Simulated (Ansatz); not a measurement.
# How fast states decay through HfSnPb2O6, part 3 of 3

Aim: relax a made-up compound, HfSnPb2O6, and see how good a tunnel barrier it would be. It is built by putting Pb for Sr in the Sr2HfSnO6 structure of space group Fm-3m, with the volume rescaled by atomic radii. The parent structure comes from the Materials Project.

Ansatz 0.2.0; LDA DFT, plane waves, PAW files (the session's first sound run).

So far, decay constant at the filling level, zone centre (Å⁻¹): step 4 (decaying states in the gap, plane (111)) 0.255; step 5 (plane (001)) 0.188.

The structure was built from a prototype and need not be the compound's stable phase.

## (7) Complex bands at another level, cutoff 500 eV

This step: r2SCAN DFT, plane waves, PAW files; complex bands by layer matching along the plane's normal (Ansatz 0.2.0).

The complex bands at that level, over its own gap, at (0, 0) and (-0.5, 0).

input.yaml reads:

```yaml
crystal:
  lattice:
    - [5.737597795, 0.0, 0.0]
    - [2.868798897, 4.968905447, 0.0]
    - [2.868798897, 1.656301816, 4.684728982]
  atoms:
    - { symbol: Pb, position: [0.75, 0.75, 0.75] }
    - { symbol: Pb, position: [0.25, 0.25, 0.25] }
    - { symbol: Hf, position: [0.0, 0.0, 0.0] }
    - { symbol: Sn, position: [0.5, 0.5, 0.5] }
    - { symbol: O, position: [0.7491727104, 0.7491727104, 0.2508272896] }
    - { symbol: O, position: [0.2508272896, 0.2508272896, 0.7491727104] }
    - { symbol: O, position: [0.2508272896, 0.7491727104, 0.2508272896] }
    - { symbol: O, position: [0.7491727104, 0.2508272896, 0.7491727104] }
    - { symbol: O, position: [0.7491727104, 0.2508272896, 0.2508272896] }
    - { symbol: O, position: [0.2508272896, 0.7491727104, 0.7491727104] }
kpoints:
  mp_grid: { grid: [6, 6, 6] }
scf:
  occupations: { method: fixed }
hamiltonian:
  xc: r2scan
output:
  eigenvalues: true
  transmission:
    leads: [[0, 0]]
    kpoints: [[0.0, 0.0], [-0.5, 0.0]]
    e_range: [-1.0, 4.11]
    de: 0.13
```

On the command line:

```bash
$ ansatz run input.yaml --threads 2 --pin off --max-ram 4096MiB --backend cpu --events-out ev --progress --plain --runs-dir out
```

Numbers of over 12 decimals in the logs are rounded to 6 here.

The program printed:

```text
[...]
Crystal: 10 atoms, lattice volume = 133.560 Å³
Basis set: ecut = 500 eV, 3383 PW (Γ), exchange–correlation on 180×180×180 points (64 copies of the dense FFT grid, shifted against one another)
Bands: 63, of which v1, the nominal top of the filled ones, is band 52 counted from 1 (51 counted from 0)
Symmetry: 48 space group operations
[...]
k-points: 16 of 216
[...]
SCF iter   1: F=—  HF=-49030.603289 eV  |F-HF|=—  |Δ(HF+E_count)|=         —  Δρ=1.02e-2  dr2=1.29e-1  dr2_τ=4.41e-1  ethr=1.77e-3  ⟨swp⟩=5.0  Hψ=3460  notcnv=0  defer=128
[...]
SCF iter   7: F=-49030.735794 eV  HF=-49030.735794 eV  |F-HF|=3.53e-9  |Δ(HF+E_count)|=   1.13e-6  Δρ=6.98e-6  dr2=4.60e-8  dr2_τ=3.17e-9  ethr=9.62e-11  ⟨swp⟩=10.2  Hψ=5224  notcnv=0
SCF 1 converged in 7 iterations: F = -49030.735794 eV  dr2 = 4.60e-8
[...]
transmission: 7 of 14 steps passed
transmission: 14 of 14 steps passed
SCF converged after 7 iterations
Free energy (F): -49030.735794 eV
[...]
Internal energy: -49030.735794 eV  (E = F + TS)
E sigma→0 (E₀):  -49030.735794 eV
Fermi energy:    11.119679 eV
[...]
--- Band table (eV; the first three rows and the last of 16) ---
  k-point 0: bands = [... 48 lower, 9.9511, 10.9617, 10.9617, 10.9617, 17.3568, 17.3568, 17.3568, 17.3957, ... 7 higher]
  k-point 1: bands = [... 48 lower, 10.1161, 10.8426, 10.8426, 10.8818, 16.7653, 17.3306, 17.3532, 17.3532, ... 7 higher]
  k-point 2: bands = [... 48 lower, 10.3851, 10.5645, 10.5645, 10.6708, 15.5788, 16.0713, 17.3428, 17.3428, ... 7 higher]
  k-point 15: bands = [... 48 lower, 10.1253, 10.3249, 10.7674, 10.8997, 14.8116, 15.8642, 16.5611, 16.5850, ... 7 higher]
--- Transmission ---
  basis      : 301 plane waves across, 7 finite elements along
  points     : 2, as listed
[...]
channels       : 0.000000e0 a spin
[...]
slowest decay  : 0.2479 /Å at (-0.5000, 0.0000)
```

Run time: 23 s. Hardware: 2 threads of AMD EPYC 9R45, shared host; peak memory 1.5 GiB.

Numbers from this step:

* level to which the leads are filled: 1.555 eV from the Fermi level
* decay constant at the filling level, zone centre: 0.2764 Å⁻¹
* decay constant at the filling level, slowest listed point: 0.2479 Å⁻¹

K parallel (0, 0); values up to 1.5 1/Å, a degenerate pair printed once or twice; energies at which all values exceed this have no row. The Im kz of the slowest decaying states by energy, zero at the highest filled level on the SCF mesh:

```csv
energy (eV),decay 1 (Å⁻¹),decay 2 (Å⁻¹),decay 3 (Å⁻¹),decay 4 (Å⁻¹)
-1.00,0.0895,0.220,0.230,1.14
-0.61,0.0523,0.130,0.324,0.359
-0.22,0.203,0.275,0.378,0.438
0.04,0.230,0.282,0.334,0.366
0.43,0.255,0.431,0.454,0.478
0.82,0.270,0.452,0.517,0.569
1.21,0.277,0.466,0.565,0.602
1.60,0.276,0.476,0.604,0.630
1.86,0.273,0.480,0.626,0.646
2.25,0.251,0.272,0.482,0.654
2.64,0.229,0.257,0.481,0.677
3.03,0.198,0.232,0.475,0.695
3.29,0.168,0.208,0.469,0.700
3.68,0.0879,0.161,0.456,0.694
4.07,0.0785,0.439,0.668,0.710
```

K parallel (-0.5, 0); values up to 1.5 1/Å, a degenerate pair printed once or twice; energies at which all values exceed this have no row. Im kz of the slowest decaying states against energy, zero at the highest filled level on the SCF mesh:

```
energy (eV)  decay 1 (Å⁻¹)  decay 2 (Å⁻¹)  decay 3 (Å⁻¹)  decay 4 (Å⁻¹)
      -1.00         0.0272          0.145          0.149          0.300
      -0.61         0.0404          0.220          0.258          0.269
      -0.22          0.182          0.243          0.336          0.360
       0.04         0.0736          0.242          0.246          0.318
       0.43          0.198          0.295          0.389          0.402
       0.82          0.235          0.326          0.415          0.439
       1.21          0.249          0.342          0.419          0.447
       1.60          0.248          0.346          0.416          0.443
       1.86          0.240          0.344          0.411          0.437
       2.25          0.217          0.331          0.396          0.427
       2.64          0.173          0.308          0.375          0.412
       3.03         0.0764          0.269          0.344          0.393
       3.29          0.229          0.317          0.377          0.472
       3.68          0.123          0.259          0.349          0.449
       4.07          0.141          0.313          0.421          0.562
```

At the listed wavevectors the last open channel is at -0.09 eV and the next at +3.16 eV on the grid. At +1.60 eV, the grid energy nearest the filling level (the middle of the gap on the SCF mesh), the slowest state at the listed wavevectors decays with κ = 0.248 Å⁻¹, its amplitude falling by e over 4.0 Å; the first such run, plane (111), gave 0.219 Å⁻¹ over as many of its listed wavevectors.

## (8) A repeat with changed settings: basis.xc_grid = 1 and hamiltonian.hubbard

This step: LDA DFT, plane waves, PAW files; complex bands by layer matching along the plane's normal; changed: basis.xc_grid = 1, hamiltonian.hubbard = {"sites": [{"species": "Hf", "l": "d", "u_eff": 6.0}], "double_counting": "fll"} (Ansatz 0.2.0).

This run repeats an earlier one, its twin (the complex run, plane (111)), with three settings changed (hamiltonian.hubbard.sites, hamiltonian.hubbard.double_counting, basis.xc_grid; files written aside). It is meant to test what a Hubbard term shifts and whether the numerical route changes the result or only the time. Where the input is shown as a difference, that is against the step before, not the twin.

input.yaml, as its differences from that of step 7:

```diff
@@ -21,3 +21,4 @@
 hamiltonian:
-  xc: r2scan
+  xc: lda
+  hubbard: { sites: [{ species: Hf, l: d, u_eff: 6.0 }], double_counting: fll }
 output:
@@ -26,4 +27,6 @@
     leads: [[0, 0]]
-    kpoints: [[0.0, 0.0], [-0.5, 0.0]]
-    e_range: [-1.0, 4.11]
-    de: 0.13
+    kpoints: [[0.0, 0.0], [-0.5, 0.0], [0.5, 0.0]]
+    e_range: [-1.0, 3.55]
+    de: 0.11
+basis:
+  xc_grid: 1
```

The program printed:

```text
Pb: projections on atomic orbitals take those of the free atom [Xe 4f14] 5d10 6s2 6p2, of charge +0.00 (hamiltonian.pseudopotentials.projection_atoms); the dataset's partial waves leave at most 2.1e-5 of an orbital's norm unspanned inside its sphere
Hf: projections on atomic orbitals take those of the free atom [Kr 4d10] 4f14 5s2 5p6 5d2 6s2, of charge +0.00 (hamiltonian.pseudopotentials.projection_atoms); the dataset's partial waves leave at most 4.9e-5 of an orbital's norm unspanned inside its sphere
Sn: projections on atomic orbitals take those of the free atom [Kr] 4d10 5s2 5p2, of charge +0.00 (hamiltonian.pseudopotentials.projection_atoms); the dataset's partial waves leave at most 5.0e-6 of an orbital's norm unspanned inside its sphere
O: projections on atomic orbitals take those of the free atom [He] 2s2 2p4, of charge +0.00 (hamiltonian.pseudopotentials.projection_atoms); the dataset's partial waves leave at most 1.9e-8 of an orbital's norm unspanned inside its sphere
[...]
Crystal: 10 atoms, lattice volume = 133.560 Å³
Basis set: ecut = 420 eV, 2637 PW (Γ)
Bands: 63, of which v1, the nominal top of the filled ones, is band 52 counted from 1 (51 counted from 0)
Symmetry: 48 space group operations
[...]
k-points: 16 of 216
[...]
SCF iter   1: F=—  HF=-47898.488494 eV  |F-HF|=—  |Δ(HF+E_count)|=         —  Δρ=8.48e-2  dr2=1.99e1  ethr=3.10e-3  ⟨swp⟩=4.5  Hψ=3513  notcnv=0  defer=123
[...]
SCF iter  10: F=-47892.266631 eV  HF=-47892.266631 eV  |F-HF|=2.26e-10  |Δ(HF+E_count)|=   5.31e-8  Δρ=3.85e-6  dr2=1.74e-8  ethr=9.62e-11  ⟨swp⟩=12.1  Hψ=4679  notcnv=0
SCF 1 converged in 10 iterations: F = -47892.266631 eV  dr2 = 1.74e-8
[...]
transmission: 6 of 18 steps passed
transmission: 12 of 18 steps passed
transmission: 18 of 18 steps passed
SCF converged after 10 iterations
Free energy (F): -47892.266631 eV
[...]
Internal energy: -47892.266631 eV  (E = F + TS)
E sigma→0 (E₀):  -47892.266631 eV
Fermi energy:    11.123622 eV
[...]
--- Band table (eV; the first three rows and the last of 16) ---
  k-point 0: bands = [... 48 lower, 9.9789, 11.0511, 11.0511, 11.0511, 16.3948, 17.0671, 17.0671, 17.0671, ... 7 higher]
  k-point 1: bands = [... 48 lower, 10.1409, 10.9287, 10.9287, 10.9705, 16.3090, 16.5503, 16.9545, 16.9545, ... 7 higher]
  k-point 2: bands = [... 48 lower, 10.4198, 10.6361, 10.6361, 10.7587, 15.0834, 15.4500, 16.7938, 16.7938, ... 7 higher]
  k-point 15: bands = [... 48 lower, 10.2095, 10.3569, 10.8493, 10.9032, 14.2606, 15.3161, 15.9228, 16.0116, ... 7 higher]
Occupation matrices written to <dir>
--- Transmission ---
  basis      : 253 plane waves across, 6 finite elements along
  points     : 3, as listed
[...]
channels       : 0.000000e0 a spin
[...]
slowest decay  : 0.2188 /Å at (0.5000, 0.0000)
```

Wall time 37 s (2 threads); peak memory 1.1 GiB; 59 s of CPU time.

Numbers from this step:

| Quantity | Value |
| --- | --- |
| free energy | -47892.2666 eV |
| gap on the k-mesh | 2.530 eV |
| level to which the leads are filled | 1.265 eV from the Fermi level |
| decay constant at the filling level, zone centre | 0.2512 Å⁻¹ |
| decay constant at the filling level, slowest listed point | 0.2188 Å⁻¹ |

K parallel (0, 0); values up to 1.5 1/Å, a degenerate pair printed once or twice; energies at which all values exceed this have no row. Table of Im kz of the slowest decaying states by energy, zero at the highest filled level on the SCF mesh:

```
energy (eV)  decay 1 (Å⁻¹)  decay 2 (Å⁻¹)  decay 3 (Å⁻¹)  decay 4 (Å⁻¹)
      -1.00         0.0652         0.0696          0.196          0.208
      -0.78         0.0820          0.279          0.296          0.774
      -0.67         0.0466         0.0872          0.302          0.331
      -0.45         0.0763          0.153          0.336          0.388
      -0.23          0.187          0.264          0.363          0.433
      -0.12          0.199          0.310          0.373          0.453
      -0.01          0.158          0.193          0.210          0.348
       0.10          0.218          0.259          0.313          0.380
       0.21          0.226          0.328          0.392          0.400
       0.43          0.237          0.413          0.433          0.454
       0.65          0.245          0.424          0.492          0.515
       0.76          0.248          0.428          0.508          0.553
       0.98          0.251          0.436          0.538          0.599
       1.20          0.252          0.442          0.564          0.620
       1.31          0.251          0.444          0.576          0.630
       1.53          0.248          0.447          0.597          0.650
       1.75          0.243          0.448          0.616          0.669
       1.86          0.239          0.448          0.625          0.678
       2.08          0.221          0.237          0.447          0.640
       2.30          0.204          0.228          0.445          0.654
       2.41          0.195          0.221          0.443          0.660
       2.63          0.173          0.204          0.438          0.671
       2.74          0.160          0.194          0.434          0.675
       2.96          0.127          0.169          0.427          0.679
       3.18         0.0697          0.136          0.417          0.678
       3.29          0.114          0.411          0.674          0.744
       3.51         0.0382          0.399          0.662          0.737
```

K parallel (-0.5, 0); values up to 1.5 1/Å, a degenerate pair printed once or twice; energies at which all values exceed this have no row. Table of Im kz of the slowest decaying states by energy, zero at the highest filled level on the SCF mesh:

```csv
energy (eV),decay 1 (Å⁻¹),decay 2 (Å⁻¹),decay 3 (Å⁻¹),decay 4 (Å⁻¹)
-1.00,0.115,0.135,0.205,0.248
-0.78,0.128,0.132,0.142,0.172
-0.56,0.0397,0.213,0.241,0.263
-0.34,0.125,0.181,0.283,0.300
-0.12,0.197,0.275,0.330,0.352
-0.01,0.107,0.221,0.307,0.342
0.10,0.109,0.225,0.240,0.333
0.32,0.170,0.270,0.344,0.367
0.54,0.198,0.290,0.377,0.409
0.76,0.213,0.305,0.383,0.412
0.98,0.220,0.314,0.386,0.412
1.20,0.221,0.319,0.385,0.411
1.53,0.211,0.318,0.378,0.406
1.75,0.197,0.313,0.370,0.401
1.97,0.176,0.304,0.360,0.394
2.19,0.145,0.289,0.346,0.386
2.41,0.0901,0.270,0.328,0.376
2.63,0.243,0.306,0.364,0.469
2.85,0.206,0.279,0.350,0.457
3.07,0.148,0.242,0.333,0.443
3.29,0.189,0.314,0.428,0.577
3.51,0.0690,0.291,0.410,0.554
```

K parallel (-0.5, 0). Re kz of states that move upwards against energy, zero at the highest filled level on the SCF mesh:

```csv
energy (eV),channel 1 (Å⁻¹),channel 2 (Å⁻¹),channel 3 (Å⁻¹),channel 4 (Å⁻¹),channel 5 (Å⁻¹)
-1.00,-0.562,-0.156,-0.0866,-0.00170,0.0890
-0.78,-0.148,0.0104,0.0125,-,-
-0.56,0.106,0.458,-,-,-
-0.34,0.520,0.616,-,-,-
-0.12,-0.627,-0.584,-,-,-
-0.01,-0.479,-,-,-,-
0.10,-,-,-,-,-
0.32,-,-,-,-,-
0.54,-,-,-,-,-
0.76,-,-,-,-,-
0.98,-,-,-,-,-
1.20,-,-,-,-,-
1.53,-,-,-,-,-
1.75,-,-,-,-,-
1.97,-,-,-,-,-
2.19,-,-,-,-,-
2.41,-,-,-,-,-
2.63,-0.360,-,-,-,-
2.85,-0.284,-,-,-,-
3.07,-0.222,-,-,-,-
3.29,-0.160,0.279,-,-,-
3.51,-0.0739,0.424,-,-,-
```

K parallel (0.5, 0); values up to 1.5 1/Å, a degenerate pair printed once or twice; energies at which all values exceed this have no row. Im kz of the slowest decaying states against energy, zero at the highest filled level on the SCF mesh:

```
energy (eV)  decay 1 (Å⁻¹)  decay 2 (Å⁻¹)  decay 3 (Å⁻¹)  decay 4 (Å⁻¹)
      -1.00          0.115          0.135          0.205          0.248
      -0.78          0.128          0.132          0.142          0.172
      -0.67         0.0264          0.168          0.175          0.221
      -0.45         0.0460         0.0699          0.248          0.283
      -0.23          0.167          0.236          0.316          0.318
      -0.12          0.197          0.275          0.330          0.352
      -0.01          0.107          0.221          0.307          0.342
       0.10          0.109          0.225          0.240          0.333
       0.21          0.147          0.256          0.294          0.356
       0.43          0.186          0.281          0.373          0.385
       0.65          0.207          0.298          0.381          0.411
       0.76          0.213          0.305          0.383          0.412
       0.98          0.220          0.314          0.386          0.412
       1.20          0.221          0.319          0.385          0.411
       1.31          0.219          0.320          0.384          0.410
       1.53          0.211          0.318          0.378          0.406
       1.75          0.197          0.313          0.370          0.401
       1.86          0.188          0.309          0.365          0.398
       2.08          0.162          0.297          0.353          0.390
       2.30          0.122          0.280          0.337          0.381
       2.41         0.0901          0.270          0.328          0.376
       2.63          0.243          0.306          0.364          0.469
       2.74          0.226          0.293          0.357          0.463
       2.96          0.181          0.262          0.342          0.450
       3.18          0.101          0.218          0.324          0.436
       3.29          0.189          0.314          0.428          0.577
       3.51         0.0690          0.291          0.410          0.554
```

K parallel (0.5, 0). Re kz of states that move upwards against energy, zero at the highest filled level on the SCF mesh:

| energy (eV) | channel 1 (Å⁻¹) | channel 2 (Å⁻¹) | channel 3 (Å⁻¹) | channel 4 (Å⁻¹) | channel 5 (Å⁻¹) |
| --- | --- | --- | --- | --- | --- |
| -1.00 | -0.603 | -0.534 | -0.449 | -0.358 | 0.332 |
| -0.67 | -0.480 | -0.272 | - | - | - |
| -0.34 | 0.0725 | 0.169 | - | - | - |
| -0.01 | 0.415 | - | - | - | - |
| 0.32 | - | - | - | - | - |
| 0.65 | - | - | - | - | - |
| 0.98 | - | - | - | - | - |
| 1.20 | - | - | - | - | - |
| 1.53 | - | - | - | - | - |
| 1.86 | - | - | - | - | - |
| 2.19 | - | - | - | - | - |
| 2.52 | - | - | - | - | - |
| 2.85 | 0.610 | - | - | - | - |
| 3.18 | -0.639 | - | - | - | - |
| 3.51 | -0.521 | -0.0233 | - | - | - |

The least decay constant is 0.219 Å⁻¹ against 0.219 Å⁻¹ in the twin: no change within 1 %.

## (9) Outcome

```yaml
band_gap: 2.55 eV
least_decay_constant_at_mid_gap_normal_to_111: 0.219 Å⁻¹
least_decay_constant_at_mid_gap_normal_to_001: 0.188 Å⁻¹
least_decay_constant_r2scan: 0.248 Å⁻¹
```

**Reading.** With LDA, the slowest decay at the wavevectors tried is κ = 0.188 Å⁻¹, normal to (001). Through such a film the transmission near mid-gap falls as exp(−2κd), a factor of ten every 6.1 Å. The decay depends on direction: 1.2 times faster normal to (111). A free electron under a barrier of half the gap would need a mass of 0.11 mₑ to decay at this rate. With r2SCAN the gap goes from 2.55 to 3.11 eV and the decay constant, over the first 2 listed wavevectors, from 0.219 to 0.248 Å⁻¹. The compound is made up by substitution; its stability against other phases and against distortions of the cell's symmetry was not tested. A semilocal functional narrows gaps, while spin-orbit coupling, left out here, narrows them in compounds of heavy elements, so the error in κ can go either way.

[Logs are printed without paths, hosts, clocks, repeated set-up lines and the standing remarks that a program may print on its own settings, such as how far it seeks lower states.]

[Hosts, paths, dates, database ids (printed as entryN), source tags and the programs' standing remarks are cut or masked in the printed files.]
